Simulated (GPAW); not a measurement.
# Conductance along a series: segments of Ga in a Mo chain

Aim: how the conductance and the thermopower change along a series of junctions, segments of Ga in a Mo chain.

Main program and level: GPAW 26.7.0; GPAW LCAO, PAW setups; Landauer transmission from Green's functions with principal layers (ASE), zero bias.

### Step 1. Starting point

The cell holds 15 atoms: 14 Mo and 1 Ga. Cell: a = 9.000 Å, b = 9.000 Å, c = 33.987 Å, α = 90.0°, β = 90.0°, γ = 90.0°. Regions: left lead, 7 atoms (7 Mo); channel, 1 atom (1 Ga); right lead, 7 atoms (7 Mo). Vacuum lies along a and b. The structure is stacked along c, and the current runs across the ab planes.

### Step 2. Junction, foreign atoms 1

The structure changes from member to member while basis and functional stay, so that the trend is less open to errors of the level than any single value.

Contents of run.py:

```python
import json
import numpy as np
from ase import Atoms
from ase.transport.calculators import TransportCalculator
from gpaw import GPAW, FermiDirac
from gpaw.lcao.tools import get_lcao_hamiltonian
from scipy.linalg import eigh

# The junction with lead layers at both ends, along the third cell vector
device = Atoms(
    ['Mo', 'Mo', 'Mo', 'Mo', 'Mo', 'Mo', 'Mo', 'Ga', 'Mo', 'Mo', 'Mo', 'Mo', 'Mo', 'Mo', 'Mo'],
    positions=[
        [4.50000, 4.50000, 1.12500],
        [4.50000, 4.50000, 3.37500],
        [4.50000, 4.50000, 5.62500],
        [4.50000, 4.50000, 7.87500],
        [4.50000, 4.50000, 10.12500],
        [4.50000, 4.50000, 12.37500],
        [4.50000, 4.50000, 14.62500],
        [4.50000, 4.50000, 16.99350],
        [4.50000, 4.50000, 19.36200],
        [4.50000, 4.50000, 21.61200],
        [4.50000, 4.50000, 23.86200],
        [4.50000, 4.50000, 26.11200],
        [4.50000, 4.50000, 28.36200],
        [4.50000, 4.50000, 30.61200],
        [4.50000, 4.50000, 32.86200]],
    cell=[[9.0, 0.0, 0.0], [0.0, 9.0, 0.0], [0.0, 0.0, 33.987]],
    pbc=True)

# One principal layer of the lead: the first 5 atoms of the device
lead = Atoms(
    ['Mo', 'Mo', 'Mo', 'Mo', 'Mo'],
    positions=[
        [4.50000, 4.50000, 1.12500],
        [4.50000, 4.50000, 3.37500],
        [4.50000, 4.50000, 5.62500],
        [4.50000, 4.50000, 7.87500],
        [4.50000, 4.50000, 10.12500]],
    cell=[[9.0, 0.0, 0.0], [0.0, 9.0, 0.0], [0.0, 0.0, 11.25]],
    pbc=True)

settings = dict(mode='lcao', basis='dzp', xc='LDA', h=0.2,
                occupations=FermiDirac(0.1), maxiter=250,
                mixer=dict(beta=0.1, nmaxold=8, weight=100.0),
                convergence=dict(density=0.0001))
energies = np.arange(-2, 2 + 1e-9, 0.05)
eta = 0.0001
n1, n2 = 1, 1
# k and -k transmit alike, so half of the mesh across the current serves
mesh = [(i, j) for i in range(n1) for j in range(n2) if (i, j) <= (-i % n1, -j % n2)]
weights = np.array([1 if (i, j) == (-i % n1, -j % n2) else 2 for i, j in mesh]) / (n1 * n2)

# [... helper functions left out ...]
fermi_lead = ground_state(lead, (1, 1, 10), 'lead.txt')
fermi_device = ground_state(device, (1, 1, 3), 'device.txt')
# [... loop over the mesh left out, but for ...]
        # Shift the lead onto the potential of the device's first layer
        shift = ((H[:, 0, 0] - H0[:, 0, 0]) / S0[0, 0]).real.mean()
# [...]
kT = 8.617333e-5 * 500
bias = [0.1, 0.2, 0.5, 1.0, 1.5, 2.0]
# [... integrals and printing left out ...]
```

Command:

```console
$ OMP_NUM_THREADS=1 OPENBLAS_NUM_THREADS=1 python run.py
```

Log:

```text
basis functions: device 419, principal layer 145
Fermi level: lead -2.9955 eV, device -2.9816 eV; lead shifted by -0.0048 eV
largest coupling past the next layer 2.75e-05 eV, largest misfit of the first layer 0.074 eV
  E-E_F (eV)   T (one spin)  [channel counts left out]
    -2.000    9.2154e-01
    -1.950    9.3394e-01
    -1.900    9.4644e-01
    -1.850    9.5921e-01
    -1.800    9.7244e-01
    -1.750    9.8647e-01
    -1.700    1.0020e+00
    -1.650    1.0194e+00
    -1.600    1.0418e+00
    -1.550    1.1092e+00
    -1.500    1.1620e+00
    -1.450    1.1870e+00
    -1.400    1.2101e+00
    -1.350    1.2324e+00
    -1.300    1.2543e+00
    -1.250    1.2764e+00
[...]
1.650    1.8413e+00
     1.700    1.7053e+00
     1.750    1.5613e+00
     1.800    1.4082e+00
     1.850    1.2455e+00
     1.900    1.0749e+00
     1.950    9.0495e-01
     2.000    7.6015e-01
conductance at 500 K: 2.189 G0 a cell; thermopower -5.187 uV/K
current from the zero-bias T(E) at 0.1 V: 16.961 uA
current from the zero-bias T(E) at 0.2 V: 33.921 uA
current from the zero-bias T(E) at 0.5 V: 84.81 uA
current from the zero-bias T(E) at 1.0 V: 169.66 uA
current from the zero-bias T(E) at 1.5 V: 254.33 uA
current from the zero-bias T(E) at 2.0 V: 337.63 uA
```

Wall time 3.6 min (1 thread of Intel Xeon Platinum 8488C (Sapphire Rapids), shared host); peak memory 1.4 GiB.

Numbers from this step:

* conductance: 2.189 G₀
* thermopower: -5.187 μV/K
* largest coupling past the next principal layer: 2.75e-5 eV
* largest misfit of the first principal layer: 0.07419 eV
* shift that aligns the lead: -0.004812 eV
* basis functions of the junction: 419
* basis functions of a principal layer: 145
* transmission at the Fermi level (one spin): 2.189

One spin. Table of transmission, zone mean by energy, zero at the Fermi level:

```csv
energy (eV),"transmission, zone mean"
-2.00,0.922
-1.85,0.959
-1.70,1.00
-1.60,1.04
-1.45,1.19
-1.30,1.25
-1.15,1.32
-1.05,1.37
-0.90,1.46
-0.75,1.55
-0.60,1.66
-0.50,1.74
-0.35,1.87
-0.20,2.00
-0.05,2.14
0.00,2.19
0.05,2.24
0.20,2.38
0.35,2.51
0.50,2.64
0.60,2.72
0.75,2.81
0.90,2.85
1.05,2.82
1.15,2.75
1.30,2.57
1.45,2.31
1.60,1.97
1.70,1.71
1.85,1.25
2.00,0.760
```

Not self-consistent under bias; the bias window is split evenly. Table of current through one cell, from the zero-bias transmission by bias:

```csv
bias (V),"current through one cell, from the zero-bias transmission (μA)"
0.100,17.0
0.200,33.9
0.500,84.8
1.000,170
1.500,254
2.000,338
```

The transmission of the three most open eigenchannels by energy, zero at the Fermi level:

```csv
energy (eV),channel 1,channel 2,channel 3
-2.00,0.811,0.0553,0.0553
-1.90,0.821,0.0628,0.0628
-1.80,0.830,0.0710,0.0710
-1.70,0.841,0.0803,0.0803
-1.55,0.916,0.0962,0.0962
-1.45,0.969,0.109,0.109
-1.35,0.984,0.124,0.124
-1.25,0.993,0.142,0.142
-1.15,0.997,0.162,0.162
-1.05,0.999,0.187,0.187
-0.90,0.995,0.230,0.230
-0.80,0.989,0.265,0.265
-0.70,0.981,0.303,0.303
-0.60,0.972,0.344,0.344
-0.50,0.962,0.389,0.389
-0.40,0.952,0.436,0.436
-0.25,0.939,0.509,0.509
-0.15,0.931,0.558,0.558
-0.05,0.923,0.608,0.608
0.00,0.920,0.633,0.633
0.05,0.916,0.658,0.658
0.15,0.909,0.708,0.708
0.25,0.902,0.758,0.758
0.40,0.890,0.831,0.831
0.50,0.882,0.877,0.877
0.60,0.920,0.920,0.874
0.70,0.955,0.955,0.866
0.80,0.982,0.982,0.857
0.90,0.997,0.997,0.848
1.05,0.989,0.989,0.833
1.15,0.961,0.961,0.823
1.25,0.912,0.912,0.813
1.35,0.843,0.843,0.803
1.45,0.793,0.756,0.756
1.55,0.783,0.651,0.651
1.70,0.768,0.466,0.466
1.80,0.758,0.323,0.323
1.90,0.749,0.161,0.161
2.00,0.740,0.00763,0.00763
```

Couplings past the next layer reach 2.7e-5 eV, small enough to drop; the matrix elements of the cell's first layer differ from the bulk lead's by up to 0.074 eV. That layer keeps its own values in the calculation, and only beyond it is the lead taken as perfect. The Fermi levels of lead and junction count from different zeros of potential, one for each periodic cell; with both set to zero, the small remaining shift is what aligns them. By hand: G = 2.189 × 77.48 μS = 170 μS, a resistance of 5.90 kΩ; at 0.1 V a linear junction would pass 17.0 μA, and the integral over the bias window gives 17.0 μA. Mott's formula, S = -(π²/3)(k_B²T/e) d ln T/dE, has the prefactor 12.2 μV/K·eV at 500 K; T = 2.142 at -0.05 eV and 2.236 at 0.05 eV give a slope of 0.426 per eV and S = -5.20 μV/K, beside -5.19 μV/K from the thermal integral, which interpolates the same grid.

### Step 3. Junction, 16 atoms: segment atoms = 2

System of this step: 2 Ga atoms in a Mo chain. The cell holds 16 atoms: 14 Mo and 2 Ga. Its edges and angles: a = 9.000 Å, b = 9.000 Å, c = 36.537 Å, α = 90.0°, β = 90.0°, γ = 90.0°. Regions: left lead, 7 atoms (7 Mo); channel, 2 atoms (2 Ga); right lead, 7 atoms (7 Mo). Vacuum lies along a and b. The structure is stacked along c, and the current runs across the ab planes.

Edit run.py of step 2 so:

```diff
@@ -10,3 +10,3 @@
 device = Atoms(
-    ['Mo', 'Mo', 'Mo', 'Mo', 'Mo', 'Mo', 'Mo', 'Ga', 'Mo', 'Mo', 'Mo', 'Mo', 'Mo', 'Mo', 'Mo'],
+    ['Mo', 'Mo', 'Mo', 'Mo', 'Mo', 'Mo', 'Mo', 'Ga', 'Ga', 'Mo', 'Mo', 'Mo', 'Mo', 'Mo', 'Mo', 'Mo'],
     positions=[
@@ -20,10 +20,11 @@
         [4.50000, 4.50000, 16.99350],
-        [4.50000, 4.50000, 19.36200],
-        [4.50000, 4.50000, 21.61200],
-        [4.50000, 4.50000, 23.86200],
-        [4.50000, 4.50000, 26.11200],
-        [4.50000, 4.50000, 28.36200],
-        [4.50000, 4.50000, 30.61200],
-        [4.50000, 4.50000, 32.86200]],
-    cell=[[9.0, 0.0, 0.0], [0.0, 9.0, 0.0], [0.0, 0.0, 33.987]],
+        [4.50000, 4.50000, 19.54350],
+        [4.50000, 4.50000, 21.91200],
+        [4.50000, 4.50000, 24.16200],
+        [4.50000, 4.50000, 26.41200],
+        [4.50000, 4.50000, 28.66200],
+        [4.50000, 4.50000, 30.91200],
+        [4.50000, 4.50000, 33.16200],
+        [4.50000, 4.50000, 35.41200]],
+    cell=[[9.0, 0.0, 0.0], [0.0, 9.0, 0.0], [0.0, 0.0, 36.537]],
     pbc=True)
@@ -55,3 +56,3 @@
 fermi_lead = ground_state(lead, (1, 1, 10), 'lead.txt')
-fermi_device = ground_state(device, (1, 1, 3), 'device.txt')
+fermi_device = ground_state(device, (1, 1, 2), 'device.txt')
 # [... loop over the mesh left out, but for ...]
```

Log:

```text
basis functions: device 432, principal layer 145
Fermi level: lead -2.9955 eV, device -2.9820 eV; lead shifted by -0.0035 eV
largest coupling past the next layer 2.75e-05 eV, largest misfit of the first layer 0.070 eV
  E-E_F (eV)   T (one spin)  [channel counts left out]
    -2.000    6.9049e-01
    -1.950    7.0329e-01
    -1.900    7.1626e-01
    -1.850    7.2956e-01
    -1.800    7.4338e-01
    -1.750    7.5807e-01
    -1.700    7.7420e-01
    -1.650    7.9283e-01
    -1.600    8.1671e-01
    -1.550    8.8091e-01
    -1.500    9.5246e-01
    -1.450    9.7755e-01
    -1.400    9.9392e-01
    -1.350    1.0054e+00
    -1.300    1.0138e+00
    -1.250    1.0199e+00
[...]
1.650    2.4916e+00
     1.700    2.3816e+00
     1.750    2.2061e+00
     1.800    1.9503e+00
     1.850    1.6151e+00
     1.900    1.2358e+00
     1.950    8.8396e-01
     2.000    6.1249e-01
conductance at 500 K: 1.7897 G0 a cell; thermopower -15.71 uV/K
current from the zero-bias T(E) at 0.1 V: 13.874 uA
current from the zero-bias T(E) at 0.2 V: 27.791 uA
current from the zero-bias T(E) at 0.5 V: 70.114 uA
current from the zero-bias T(E) at 1.0 V: 142.48 uA
current from the zero-bias T(E) at 1.5 V: 214.47 uA
current from the zero-bias T(E) at 2.0 V: 284.55 uA
```

Wall time 3.4 min (1 thread); peak memory 1.5 GiB.

This step gave:

- conductance: 1.790 G₀
- thermopower: -15.71 μV/K
- largest misfit of the first principal layer: 0.06978 eV
- shift that aligns the lead: -0.003459 eV
- basis functions of the junction: 432
- transmission at the Fermi level (one spin): 1.782

One spin. Table of transmission, zone mean by energy, zero at the Fermi level:

```csv
energy (eV),"transmission, zone mean"
-2.00,0.690
-1.90,0.716
-1.80,0.743
-1.70,0.774
-1.55,0.881
-1.45,0.978
-1.35,1.01
-1.25,1.02
-1.15,1.03
-1.05,1.03
-0.90,1.02
-0.80,1.02
-0.70,1.03
-0.60,1.04
-0.50,1.08
-0.40,1.15
-0.25,1.30
-0.15,1.46
-0.05,1.67
0.00,1.78
0.05,1.91
0.15,2.16
0.25,2.39
0.40,2.62
0.50,2.68
0.55,2.69
0.60,2.69
0.70,2.66
0.80,2.62
0.90,2.58
1.05,2.54
1.15,2.53
1.25,2.53
1.35,2.55
1.45,2.58
1.55,2.58
1.70,2.38
1.80,1.95
1.90,1.24
2.00,0.612
```

Not self-consistent under bias; the bias window is split evenly. Table of current through one cell, from the zero-bias transmission by bias:

```csv
bias (V),"current through one cell, from the zero-bias transmission (μA)"
0.100,13.9
0.200,27.8
0.500,70.1
1.000,142
1.500,214
2.000,285
```

Table of transmission of the three most open eigenchannels by energy, zero at the Fermi level:

```csv
energy (eV),channel 1,channel 2,channel 3
-2.00,0.687,0.00171,0.00171
-1.85,0.725,0.00249,0.00249
-1.70,0.767,0.00361,0.00361
-1.60,0.808,0.00460,0.00460
-1.45,0.964,0.00667,0.00667
-1.30,0.994,0.00981,0.00981
-1.15,0.997,0.0147,0.0147
-1.05,0.988,0.0195,0.0195
-0.90,0.960,0.0305,0.0305
-0.75,0.925,0.0485,0.0485
-0.60,0.888,0.0783,0.0783
-0.50,0.866,0.108,0.108
-0.35,0.837,0.176,0.176
-0.20,0.811,0.283,0.283
-0.05,0.787,0.439,0.439
0.00,0.780,0.501,0.501
0.05,0.772,0.567,0.567
0.20,0.764,0.764,0.750
0.35,0.915,0.915,0.728
0.50,0.987,0.987,0.706
0.60,0.999,0.999,0.692
0.75,0.987,0.987,0.671
0.90,0.966,0.966,0.651
1.05,0.952,0.952,0.632
1.15,0.952,0.952,0.621
1.30,0.968,0.968,0.597
1.45,0.993,0.993,0.594
1.60,0.984,0.984,0.584
1.70,0.901,0.901,0.580
1.85,0.574,0.520,0.520
2.00,0.572,0.0204,0.0204
```

The conductance, 1.79 G₀, lies 18 % below that of the member before.

### Step 4. Junction, 17 atoms: segment atoms = 3

System of this step: 3 Ga atoms in a Mo chain. The cell holds 17 atoms: 14 Mo and 3 Ga. Cell: a = 9.000 Å, b = 9.000 Å, c = 39.087 Å, α = 90.0°, β = 90.0°, γ = 90.0°. Regions: left lead, 7 atoms (7 Mo); channel, 3 atoms (3 Ga); right lead, 7 atoms (7 Mo). Vacuum lies along a and b. The structure is stacked along c, and the current runs across the ab planes.

Edit run.py of step 3 so:

```diff
@@ -10,3 +10,3 @@
 device = Atoms(
-    ['Mo', 'Mo', 'Mo', 'Mo', 'Mo', 'Mo', 'Mo', 'Ga', 'Ga', 'Mo', 'Mo', 'Mo', 'Mo', 'Mo', 'Mo', 'Mo'],
+    ['Mo', 'Mo', 'Mo', 'Mo', 'Mo', 'Mo', 'Mo', 'Ga', 'Ga', 'Ga', 'Mo', 'Mo', 'Mo', 'Mo', 'Mo', 'Mo', 'Mo'],
     positions=[
@@ -21,10 +21,11 @@
         [4.50000, 4.50000, 19.54350],
-        [4.50000, 4.50000, 21.91200],
-        [4.50000, 4.50000, 24.16200],
-        [4.50000, 4.50000, 26.41200],
-        [4.50000, 4.50000, 28.66200],
-        [4.50000, 4.50000, 30.91200],
-        [4.50000, 4.50000, 33.16200],
-        [4.50000, 4.50000, 35.41200]],
-    cell=[[9.0, 0.0, 0.0], [0.0, 9.0, 0.0], [0.0, 0.0, 36.537]],
+        [4.50000, 4.50000, 22.09350],
+        [4.50000, 4.50000, 24.46200],
+        [4.50000, 4.50000, 26.71200],
+        [4.50000, 4.50000, 28.96200],
+        [4.50000, 4.50000, 31.21200],
+        [4.50000, 4.50000, 33.46200],
+        [4.50000, 4.50000, 35.71200],
+        [4.50000, 4.50000, 37.96200]],
+    cell=[[9.0, 0.0, 0.0], [0.0, 9.0, 0.0], [0.0, 0.0, 39.087]],
     pbc=True)
```

Log:

```text
basis functions: device 445, principal layer 145
Fermi level: lead -2.9955 eV, device -2.9884 eV; lead shifted by -0.0034 eV
largest coupling past the next layer 2.75e-05 eV, largest misfit of the first layer 0.061 eV
  E-E_F (eV)   T (one spin)  [channel counts left out]
    -2.000    6.1051e-01
    -1.950    6.2792e-01
    -1.900    6.4606e-01
[...]
1.950    1.3349e+00
     2.000    9.2894e-01
conductance at 500 K: 2.0415 G0 a cell; thermopower -26.17 uV/K
current from the zero-bias T(E) at 0.1 V: 15.787 uA
current from the zero-bias T(E) at 0.2 V: 31.395 uA
current from the zero-bias T(E) at 0.5 V: 75.833 uA
current from the zero-bias T(E) at 1.0 V: 141.5 uA
current from the zero-bias T(E) at 1.5 V: 204.32 uA
current from the zero-bias T(E) at 2.0 V: 270.53 uA
```

Elapsed: 3.9 min, on 1 thread; peak memory 1.5 GiB.

One spin. Transmission, zone mean against energy, zero at the Fermi level:

energy (eV), transmission, zone mean and a bar from the least value:
```
    -2.00       0.61 
    -1.85       0.67 #
    -1.70       0.73 ##
    -1.60       0.79 ###
    -1.45       0.97 #####
    -1.30       1.00 ######
    -1.15       0.98 ######
    -1.05       0.95 #####
    -0.90       0.90 ####
    -0.75       0.84 ###
    -0.60       0.81 ###
    -0.50       0.81 ###
    -0.35       0.88 ####
    -0.20       1.15 ########
    -0.05       1.80 ##################
     0.00       2.08 ######################
     0.05       2.33 ##########################
     0.20       2.63 ##############################
     0.35       2.50 ############################
     0.50       2.39 ###########################
     0.60       2.39 ##########################
     0.75       2.46 ###########################
     0.90       2.55 #############################
     1.05       2.60 ##############################
     1.15       2.56 #############################
     1.30       2.38 ##########################
     1.45       2.16 #######################
     1.60       1.93 ####################
     1.70       1.79 ##################
     1.85       1.57 ##############
     2.00       0.93 #####
```

The conductance, 2.04 G₀, lies 14 % above that of the member before.

### Step 5. Member of the series, 18 atoms: segment atoms = 4

System of this step: 4 Ga atoms in a Mo chain. The cell holds 18 atoms: 14 Mo and 4 Ga. Cell: a = 9.000 Å, b = 9.000 Å, c = 41.637 Å, α = 90.0°, β = 90.0°, γ = 90.0°. Regions: left lead, 7 atoms (7 Mo); channel, 4 atoms (4 Ga); right lead, 7 atoms (7 Mo). Vacuum lies along a and b. The structure is stacked along c, and the current runs across the ab planes.

Edit run.py of step 4 so:

```diff
@@ -10,3 +10,3 @@
 device = Atoms(
-    ['Mo', 'Mo', 'Mo', 'Mo', 'Mo', 'Mo', 'Mo', 'Ga', 'Ga', 'Ga', 'Mo', 'Mo', 'Mo', 'Mo', 'Mo', 'Mo', 'Mo'],
+    ['Mo', 'Mo', 'Mo', 'Mo', 'Mo', 'Mo', 'Mo', 'Ga', 'Ga', 'Ga', 'Ga', 'Mo', 'Mo', 'Mo', 'Mo', 'Mo', 'Mo', 'Mo'],
     positions=[
@@ -22,10 +22,11 @@
         [4.50000, 4.50000, 22.09350],
-        [4.50000, 4.50000, 24.46200],
-        [4.50000, 4.50000, 26.71200],
-        [4.50000, 4.50000, 28.96200],
-        [4.50000, 4.50000, 31.21200],
-        [4.50000, 4.50000, 33.46200],
-        [4.50000, 4.50000, 35.71200],
-        [4.50000, 4.50000, 37.96200]],
-    cell=[[9.0, 0.0, 0.0], [0.0, 9.0, 0.0], [0.0, 0.0, 39.087]],
+        [4.50000, 4.50000, 24.64350],
+        [4.50000, 4.50000, 27.01200],
+        [4.50000, 4.50000, 29.26200],
+        [4.50000, 4.50000, 31.51200],
+        [4.50000, 4.50000, 33.76200],
+        [4.50000, 4.50000, 36.01200],
+        [4.50000, 4.50000, 38.26200],
+        [4.50000, 4.50000, 40.51200]],
+    cell=[[9.0, 0.0, 0.0], [0.0, 9.0, 0.0], [0.0, 0.0, 41.637]],
     pbc=True)
```

Log:

```text
basis functions: device 458, principal layer 145
Fermi level: lead -2.9955 eV, device -2.9980 eV; lead shifted by -0.0041 eV
largest coupling past the next layer 2.75e-05 eV, largest misfit of the first layer 0.061 eV
  E-E_F (eV)   T (one spin)  [channel counts left out]
    -2.000    5.3338e-01
    -1.950    5.5284e-01
    -1.900    5.7387e-01
[...]
1.950    1.1646e+00
     2.000    1.0174e+00
conductance at 500 K: 2.3061 G0 a cell; thermopower -17.58 uV/K
current from the zero-bias T(E) at 0.1 V: 17.685 uA
current from the zero-bias T(E) at 0.2 V: 34.389 uA
current from the zero-bias T(E) at 0.5 V: 75.872 uA
current from the zero-bias T(E) at 1.0 V: 133.82 uA
current from the zero-bias T(E) at 1.5 V: 196.49 uA
current from the zero-bias T(E) at 2.0 V: 263.71 uA
```

Wall time 4.4 min (1 thread); peak memory 1.6 GiB.

The conductance, 2.31 G₀, lies 13 % above that of the member before.

(Part 1 of 2 ends here.)

[Logs are printed without paths, hosts, clocks, repeated set-up lines and the standing remarks that a program may print on its own settings, such as how far it seeks lower states.]

[Hosts, paths, dates, database ids (printed as entryN), source tags and the programs' standing remarks are cut or masked in the printed files.]
